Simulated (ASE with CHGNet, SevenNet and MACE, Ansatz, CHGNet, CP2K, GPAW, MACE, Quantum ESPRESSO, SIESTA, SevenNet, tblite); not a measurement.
**Machine-learned potentials on random rock-salt alloy of NbC and TiC (64 atoms): settings against a plane-wave reference**

Wanted: machine-learned potentials inputs and outputs for random rock-salt alloy of NbC and TiC (64 atoms), checked against a plane-wave reference.

Calculated with ASE with CHGNet, SevenNet and MACE; the method is named at each step.

**1. The structure**

The cell holds 64 atoms: 28 Ti, 32 C and 4 Nb. Its edges and angles: a = 8.692 Å, b = 8.692 Å, c = 8.692 Å, α = 90.0°, β = 90.0°, γ = 90.0°. It derives from NbC (rock-salt), repeated 2×2×2. Rock-salt NbC, 2 x 2 x 2 conventional cells, 28 of 32 Nb sites given to Ti at random (x = 0.875), lattice by Vegard's rule (a = 4.346 Å); not relaxed, displaced by a Gaussian of 0.02 Å. Then every atom was moved at random, 0.02 Å r.m.s. a Cartesian component.

The yardstick, on the same geometry:

```
method                 : Kohn-Sham DFT, PBE, SSSP efficiency 1.3.0 pseudopotentials, plane waves (Quantum ESPRESSO 7.5); sssp-pbe-1.3.0-efficiency, cutoffs 45/360 Ry, Γ point
r.m.s. force component : 0.5088 eV/Å
longest force          : 1.728 eV/Å
pressure               : 1.386 GPa
time                   : 3 min on 2 MPI ranks of Arm Neoverse V2, shared host
CPU time               : 6 min
```

**2. CHGNet 0.3.0 potential**

Method: machine-learned interatomic potential CHGNet 0.3.0, trained on PBE(+U) plane-wave data.

run.py

```python
import numpy as np
from ase.io import read
import mlip  # loads the published weights by name

atoms = read("structure.xyz")
atoms.calc = mlip.calc("chgnet-0.3.0")
energy = atoms.get_potential_energy()
forces = atoms.get_forces()
print(f"energy {energy:.6f} eV")
print("forces (eV/A)")
for i, (a, f) in enumerate(zip(atoms, forces)):
    print(f"{i:4d} {a.symbol:2s} {f[0]:10.5f} {f[1]:10.5f} {f[2]:10.5f}")
stress = -atoms.get_stress(voigt=False) * 160.21766
print("stress (GPa, compression positive)")
for row in stress:
    print(" ".join(f"{x:10.4f}" for x in row))
```

structure.xyz

```xyz
64
Lattice="8.69160 0.00000 0.00000 0.00000 8.69160 0.00000 0.00000 0.00000 8.69160" Properties=species:S:1:pos:R:3 pbc="T T T"
Ti 8.66987 0.00217 8.68413
C 2.20402 0.07849 8.67891
Ti 8.67648 2.19202 2.17881
C 2.19889 2.19098 2.20019
Ti 2.20002 0.06519 2.13170
C 0.05502 8.68856 2.13952
Ti 2.12284 2.19932 8.63267
C 0.00869 2.21757 8.68969
Ti 0.00904 8.67795 4.36518
C 2.17942 0.00017 4.30547
Ti 8.66848 2.20593 6.53469
C 2.17785 2.20827 6.52991
Ti 2.18811 8.65527 6.51896
C 8.64953 0.06128 6.49932
Nb 2.18837 2.19333 4.28557
C 8.69056 2.08451 4.34615
Ti 8.69030 4.37900 8.65944
C 2.19063 4.33276 8.67265
Nb 8.64049 6.57259 2.14648
C 2.19289 6.49349 2.21949
Ti 2.18681 4.30990 2.14361
C 0.01434 4.39752 2.19698
Ti 2.19028 6.52913 0.01556
C 0.00965 6.54408 0.01226
Ti 0.03876 4.32581 4.31894
C 2.13135 4.34441 4.31347
Ti 0.04728 6.54391 6.45777
C 2.19072 6.49914 6.56746
Ti 2.14091 4.35345 6.51635
C 0.03303 4.34450 6.45699
Ti 2.14709 6.52000 4.33155
C 8.66422 6.52357 4.34085
Ti 4.38117 8.64779 0.02651
C 6.56894 8.66248 0.00087
Ti 4.39977 2.12657 2.13709
C 6.50740 2.14474 2.17777
Ti 6.50558 8.69082 2.13109
C 4.31973 0.02573 2.14204
Nb 6.55573 2.18029 8.68030
C 4.32059 2.12449 8.68586
Ti 4.31747 8.67552 4.29287
C 6.51244 0.02938 4.33050
Nb 4.35301 2.18177 6.51574
C 6.47594 2.19046 6.51913
Ti 6.55660 0.00947 6.50097
C 4.33407 8.67083 6.55268
Ti 6.53869 2.14422 4.36909
C 4.28722 2.22635 4.32564
Ti 4.34919 4.37683 0.02929
C 6.51070 4.35223 8.66101
Ti 4.34050 6.45760 2.17203
C 6.52026 6.54060 2.18828
Ti 6.51948 4.33563 2.16264
C 4.39934 4.32251 2.15378
Ti 6.52896 6.52974 0.03798
C 4.32520 6.48680 8.68882
[... 4 atom lines left out ...]
Ti 6.53269 4.33163 6.59032
C 4.35310 4.36901 6.49584
Ti 6.49984 6.60170 4.36336
C 4.40734 6.52696 4.38335
```

The run is started by

```
$ OMP_NUM_THREADS=1 python run.py > output.txt
```

The log of the run:

```text
CHGNet v0.3.0 initialized with 412,525 parameters
CHGNet will run on cpu
energy -603.145630 eV
forces (eV/A)
   0 Ti    0.46205    0.07748   -0.14508
   1 C    -0.30309   -0.80024   -0.04526
   2 Ti    0.05651   -0.12542   -0.03800
   3 C    -0.28379   -0.03642   -1.51254
   4 Ti   -0.18267   -0.36883    0.01200
   5 C    -0.53090    1.07701    0.19715
   6 Ti    0.41983   -0.11975    0.42577
   7 C     0.44753   -0.24962    0.07215
   8 Ti    0.08388    0.16635   -0.26741
   9 C    -0.01898   -0.72113    0.40658
  10 Ti    0.26145   -0.19009   -0.28307
  11 C    -0.80642   -0.35364    0.24964
  12 Ti   -0.00829    0.34036    0.05848
  13 C     0.61381   -0.56265    0.15090
  14 Nb   -0.50308   -0.29626    0.87886
  15 C    -0.76815    0.91313   -0.06643
  16 Ti    0.14310    0.13223    0.18440
  17 C    -0.18609    0.33711    0.16172
  18 Nb    0.73020   -0.43082    0.41158
  19 C     0.46467    0.29181   -0.42142
  20 Ti   -0.01893    0.27862   -0.00797
  21 C    -0.08495   -1.17243   -0.53822
  22 Ti   -0.10401    0.04944    0.08830
  23 C     0.03514   -0.10368   -1.03648
[...]
56 Ti    0.21040    0.20494   -0.07311
  57 C    -0.12523    0.17646   -0.71338
  58 Ti    0.07607    0.06105    0.29851
  59 C     0.00120    0.36245   -0.06751
  60 Ti   -0.01403    0.49670   -0.95344
  61 C    -0.04863    0.33837    0.29117
  62 Ti    0.22488   -0.67708    0.08574
  63 C    -0.78795   -0.00364   -0.51768
stress (GPa, compression positive)
    4.4576     0.0420     0.0293
    0.0420     4.1116    -0.0070
    0.0293    -0.0070     4.2824
```

It took 3.2 s on 1 thread of Arm Neoverse V2, shared host; peak memory 0.96 GiB.

Banners, paths, timers and routine set-up lines are dropped from the logs unmarked, and long logs keep their key lines alone; longer cuts are marked.

Numbers from this run, and their distance from the reference:

| Item | Value |
| --- | --- |
| r.m.s. force component | 0.4275 eV/Å |
| r.m.s. difference of force components | 226.5 meV/Å |
| longest difference of force vectors | 702.6 meV/Å |
| force difference over r.m.s. force | 44.52 % |
| slope of forces against the reference's | 0.7539 |
| correlation of force components | 0.8973 |
| pressure | 4.284 GPa |
| pressure difference | 2.898 GPa |

Length of the force difference by element (eV/Å):

```csv
element,atoms,mean,most
C,32,0.29,0.61
Nb,4,0.49,0.54
Ti,28,0.43,0.70
```

Local excerpt of 9 atoms (numbers count through the whole input) about C40, picked at random; x, y, z are measured from there.

```csv
atom,x,y,z,distance (Å),bonds,Fx,Fy,Fz (eV/Å)
C40,0.00,0.00,0.00,0.00,6,-0.16,0.49,0.58
Ti35,0.08,0.00,2.14,2.14,6,-0.32,0.49,0.04
Ti33,0.06,-2.17,0.03,2.17,6,-0.19,0.07,-0.39
Nb43,0.03,0.06,-2.17,2.17,6,-0.42,-0.12,0.08
Ti7,-2.20,0.07,-0.05,2.20,6,0.42,-0.12,0.43
Nb39,2.24,0.06,-0.01,2.24,6,-0.34,-0.13,0.19
Ti49,0.03,2.25,0.04,2.25,6,-0.15,-0.31,-0.35
C2,-2.12,-2.05,-0.01,2.94,6,-0.30,-0.80,-0.05
C38,0.00,-2.10,2.15,3.00,6,0.51,-0.58,0.34
```

Atoms are counted from 1 here, from 0 in the log.

Forces lie 45 % from the reference's, at 0.0091 times its CPU time (on 1 against 2 cores).

**3. SevenNet 0 potential**

Method: machine-learned interatomic potential SevenNet 0, trained on PBE(+U) plane-wave data.

run.py: that of step 2 with these lines changed.

```diff
@@ -5,3 +5,3 @@
 atoms = read("structure.xyz")
-atoms.calc = mlip.calc("chgnet-0.3.0")
+atoms.calc = mlip.calc("7net-0")
 energy = atoms.get_potential_energy()
```

structure.xyz is that of step 2.

The log of the run:

```text
energy -605.864746 eV
forces (eV/A)
   0 Ti    0.63621    0.10764   -0.27478
   1 C    -0.29711   -0.88851   -0.08783
   2 Ti   -0.01899   -0.18358   -0.05525
   3 C    -0.32436   -0.03277   -1.21251
   4 Ti   -0.13952   -0.46284   -0.14650
   5 C    -0.56013    0.85733    0.23685
   6 Ti    0.30975   -0.14509    0.57782
   7 C     0.18919   -0.21616    0.08329
   8 Ti    0.01201    0.28352   -0.21582
   9 C    -0.04557   -0.53286    0.47942
  10 Ti    0.31661   -0.22372   -0.38314
  11 C    -0.57998   -0.43572   -0.02699
  12 Ti   -0.17525    0.22870    0.25136
  13 C     0.71745   -0.65776    0.16709
  14 Nb   -0.68313   -0.34440    0.72478
  15 C    -0.49843    1.04277   -0.08536
  16 Ti    0.32555    0.08243    0.19550
  17 C    -0.23979    0.37475    0.17930
  18 Nb    0.85667   -0.43217    0.39483
  19 C     0.23509    0.35582   -0.46194
  20 Ti    0.03862    0.26294   -0.19475
  21 C    -0.12372   -1.00438   -0.56033
  22 Ti   -0.02656    0.03453    0.04804
  23 C     0.06554   -0.13921   -0.82455
[...]
56 Ti    0.45568    0.38087   -0.21160
  57 C    -0.15294    0.14514   -0.84952
  58 Ti    0.09800    0.14839    0.34694
  59 C    -0.02666    0.41479   -0.06979
  60 Ti    0.14684    0.75299   -1.17788
  61 C    -0.07417    0.05107    0.24584
  62 Ti    0.15503   -0.75393    0.22446
  63 C    -0.88259   -0.00842   -0.54954
stress (GPa, compression positive)
    3.6108    -0.0107     0.0294
   -0.0107     3.5349    -0.0229
    0.0294    -0.0229     3.5877
```

Wall time 7 s (1 thread); peak memory 0.98 GiB.

Numbers from this run, and their distance from the reference:

| Quantity | Value |
| --- | --- |
| r.m.s. force component | 0.4285 eV/Å |
| r.m.s. difference of force components | 191.3 meV/Å |
| longest difference of force vectors | 709.4 meV/Å |
| force difference over r.m.s. force | 37.6 % |
| slope of forces against the reference's | 0.7841 |
| correlation of force components | 0.9308 |
| pressure | 3.578 GPa |
| pressure difference | 2.192 GPa |

Against the first run (45 %), the force difference from the reference is 38 %, at 2.2 times the CPU time.

**4. MACE MP-0b3 medium potential**

Method: machine-learned interatomic potential MACE MP-0b3 medium, trained on PBE(+U) plane-wave data.

run.py: that of step 3 with these lines changed.

```diff
@@ -5,3 +5,3 @@
 atoms = read("structure.xyz")
-atoms.calc = mlip.calc("7net-0")
+atoms.calc = mlip.calc("mace-mp-0b3-medium")
 energy = atoms.get_potential_energy()
```

structure.xyz is that of step 3.

The log of the run:

```text
energy -605.202995 eV
forces (eV/A)
   0 Ti    0.56732    0.04777   -0.11518
   1 C    -0.29969   -0.82814   -0.10776
   2 Ti    0.10094   -0.22547   -0.08025
   3 C    -0.38169   -0.06297   -1.40141
   4 Ti   -0.29870   -0.75936    0.16846
   5 C    -0.58863    0.92397    0.19191
   6 Ti    0.61580   -0.18688    0.52025
   7 C     0.29311   -0.22668    0.07215
   8 Ti    0.05183    0.12052   -0.38310
   9 C     0.04994   -0.54075    0.45588
  10 Ti    0.36281   -0.29793   -0.41413
  11 C    -0.65786   -0.42332    0.06280
  12 Ti   -0.00045    0.42706    0.08801
  13 C     0.67778   -0.72460    0.17134
  14 Nb   -0.52793   -0.40090    1.09833
  15 C    -0.55774    1.04305   -0.13737
  16 Ti    0.18703    0.18885    0.33963
  17 C    -0.31120    0.32066    0.17241
  18 Nb    0.99004   -0.59345    0.53023
  19 C     0.24673    0.26480   -0.47415
  20 Ti   -0.09872    0.61727    0.09678
  21 C    -0.16970   -0.98699   -0.55991
  22 Ti   -0.14752   -0.04532    0.00722
  23 C     0.00770   -0.16635   -0.87547
[...]
56 Ti    0.29381    0.34140   -0.04471
  57 C    -0.15557    0.00301   -0.84770
  58 Ti    0.03713    0.11053    0.42988
  59 C     0.00030    0.43557   -0.11911
  60 Ti   -0.06901    0.67484   -1.18071
  61 C    -0.06986    0.13884    0.25602
  62 Ti    0.30610   -0.94486    0.01455
  63 C    -0.90587    0.00124   -0.59928
stress (GPa, compression positive)
    3.5140     0.0635     0.0085
    0.0635     3.2423    -0.0529
    0.0085    -0.0529     3.4853
```

The job ended after 6.8 s (1 thread; peak memory 1 GiB).

Against the reference:

| Quantity | Value |
| --- | --- |
| r.m.s. force component | 0.4605 eV/Å |
| r.m.s. difference of force components | 181.6 meV/Å |
| longest difference of force vectors | 605.9 meV/Å |
| force difference over r.m.s. force | 35.69 % |
| slope of forces against the reference's | 0.846 |
| correlation of force components | 0.9346 |
| pressure | 3.414 GPa |
| pressure difference | 2.028 GPa |

Against the first run (45 %), the force difference from the reference is 36 %, at 2.1 times the CPU time.

**5. The ladder**

Differences are against the plane-wave reference, forces as r.m.s. over components; share is that over the reference's r.m.s. force, slope the least-squares factor from reference forces to these. Total energies of different programs have different zeros and aren't compared.

```csv
run,"Δ force, r.m.s. (meV/Å)",share (%),slope,Δ pressure (GPa),cores,CPU time,memory (GiB)
reference,-,-,-,-,2,6 min,1.4
CHGNet 0.3.0 potential,226,44.5,0.754,2.90,1,3.2 s,0.96
SevenNet 0 potential,191,37.6,0.784,2.19,1,7 s,0.98
MACE MP-0b3 medium potential,182,35.7,0.846,2.03,1,6.8 s,1.0
```

Times of the machine-learned potentials are mostly Python's start and the loading of weights.

CPU time is summed over cores on a shared host, where runs went side by side, so it is rough. Symmetry, cutoffs, thresholds, outputs and thread counts weren't matched or tuned between programs; memory under MPI is the largest rank's times the ranks.

**6. Outcome**

| Quantity | Value |
| --- | --- |
| nearest in forces | MACE MP-0b3 medium potential, 36 % |
| its CPU time | 6.8 s |

What this shows: Machine-learned potentials differ by 36 % (MACE MP-0b3 medium potential) to 45 % (CHGNet 0.3.0 potential); they were trained on other programs' data. Among those trained on PBE data the slope goes as low as 0.75, with a correlation of 0.90, so directions differ as well as sizes. The reference's pressure holds the uncorrected Pulay stress of its 45 Ry basis, so small pressure differences, and their order, may be the reference's own error. Machine-learned potentials mimic data converged in k, so the reference's own k-point error enters their differences. The host structure and its lattice constant were typed by rule, without a check against the phase diagram. The electronic-structure runs sample only Γ, in a cell whose shortest periodic width is 9 Å, which is coarse for a cell with partly filled levels.

[Also dropped from logs without a mark: logging warnings of Python, and SIESTA's first energy breakdown and zero terms.]

[Logs are printed without paths, hosts, clocks, repeated set-up lines and the standing remarks that a program may print on its own settings, such as how far it seeks lower states.]

[Hosts, paths, dates, database ids (printed as entryN), source tags and the programs' standing remarks are cut or masked in the printed files.]
